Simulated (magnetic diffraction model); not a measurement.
# TbNbGa below its ordering temperature

Space group Pnma (no. 62), a = 7.2430 Å, b = 4.3230 Å, c = 7.8520 Å.

```csv
site,atom,x,y,z
4c,Tb,0.9818,3/4,0.7012
4c,Nb,0.8068,3/4,0.0936
4c,Ga,0.8038,1/4,0.9223
```

The compound is invented for this exercise: a known structure type with other elements, its cell scaled to their sizes and not relaxed.

Only Tb is taken to order (form factors of Tb3+); orders and moment sizes are assumed, and not adapted to the symmetry. Radiation: neutrons of λ = 2.41 Å, 3° to 55°; isotropic B of 0.21 Å² (Tb), 0.2 Å² (Nb) and 0.23 Å² (Ga). The intensities are simulated: I ∝ L Σ (|F_N|² + |F_M⊥|²) for unpolarised neutrons, with F_M = 2.695 fm/μB × Σ f(s) S exp(2πi Q·r) exp(−B s²) at Q = H ± k (one set where k and −k are equivalent), only the part normal to Q counting and L = 1/(sin²θ cos θ). For collinear order S is the moment m, which repeats by lattice and centring translations R with the sign exp(−2πi k·R). Form factors are spin-only for 3d ions and dipole or tabulated for f ions, scattering lengths are Sears's of 1992, and absorption is left out. A label names one of the reflections at its angle. The strongest nuclear line in the range is 100, and lines under 0.2 are left out.

Above the ordering temperature:

```
2θ (°)    index      I
 26.16  (1 0 1)    4.8
 38.87  (2 0 0)    4.3
 40.87  (1 0 2)    0.4
 42.09  (1 1 1)    0.7
 42.99  (2 0 1)    0.7
 51.45  (2 1 0)    1.1
 53.07  (1 1 2)   48.9
 53.83  (2 0 2)   40.9
 54.83  (2 1 1)  100.0
```

Below it (cell unchanged):

```csv
2θ (°),I
17.66,280.2
26.16,5.0
32.37,64.2
38.87,5.1
40.87,29.0
42.09,12.8
42.99,32.5
48.99,41.4
51.45,28.4
53.07,49.3
53.83,42.0
54.83,112.7
```

**Question.** Find the propagation vector, then choose among these models:
A. collinear moments along [110], 5.8 μB on Tb; signs + at (0.9818, 3/4, 0.7012), − at (0.0182, 1/4, 0.2988), + at (0.4818, 3/4, 0.7988), − at (0.5182, 1/4, 0.2012)
B. collinear moments along [100], 5.8 μB on Tb; signs + at (0.9818, 3/4, 0.7012), − at (0.0182, 1/4, 0.2988), + at (0.4818, 3/4, 0.7988), − at (0.5182, 1/4, 0.2012)
C. collinear moments along [100], 5.8 μB on Tb; signs + at (0.9818, 3/4, 0.7012), + at (0.0182, 1/4, 0.2988), − at (0.4818, 3/4, 0.7988), − at (0.5182, 1/4, 0.2012)
D. collinear moments along [110], 5.8 μB on Tb; signs + at (0.9818, 3/4, 0.7012), + at (0.0182, 1/4, 0.2988), − at (0.4818, 3/4, 0.7988), − at (0.5182, 1/4, 0.2012)

No line moves, and magnetic intensity falls on nuclear lines such as the one at 42.99°; new lines at (0 0 1), (0 1 0) and (0 1 2) have whole indices that obey the lattice centring, at places with no nuclear intensity to speak of, so the magnetic cell equals the chemical primitive cell: k = 0.

Magnetic intensity, observed (below minus above) and for each model:

| 2θ (°) | index | observed | A | B | C | D |
| --- | --- | --- | --- | --- | --- | --- |
| 17.66 | (0 0 1) | 280.2 | 280.2 | 280.2 | 28.1 | 28.1 |
| 19.15 | (1 0 0) | <0.2 | <0.2 | <0.2 | <0.2 | 67.6 |
| 32.37 | (0 1 0) | 64.2 | 64.2 | 87.1 | <0.2 | <0.2 |
| 40.87 | (1 0 2) | 28.6 | 28.6 | 26.6 | 53.6 | 57.8 |
| 42.09 | (1 1 1) | 12.1 | 12.1 | 13.9 | 138.8 | 120.8 |
| 42.99 | (2 0 1) | 31.8 | 31.8 | 14.2 | 1.4 | 3.2 |
| 48.99 | (0 1 2) | 41.4 | 41.4 | 47.0 | 23.3 | 20.5 |
| 51.45 | (2 1 0) | 27.4 | 27.4 | 24.6 | <0.2 | <0.2 |

Model A matches.

The absence at (1 0 0) is telling: the sublattices cancel there.

The structure used: k = (0 0 0), collinear moments along [110], 5.8 μB on Tb; signs + at (0.9818, 3/4, 0.7012), − at (0.0182, 1/4, 0.2988), + at (0.4818, 3/4, 0.7988), − at (0.5182, 1/4, 0.2012).

[Logs are printed without paths, hosts, clocks, repeated set-up lines and the standing remarks that a program may print on its own settings, such as how far it seeks lower states.]
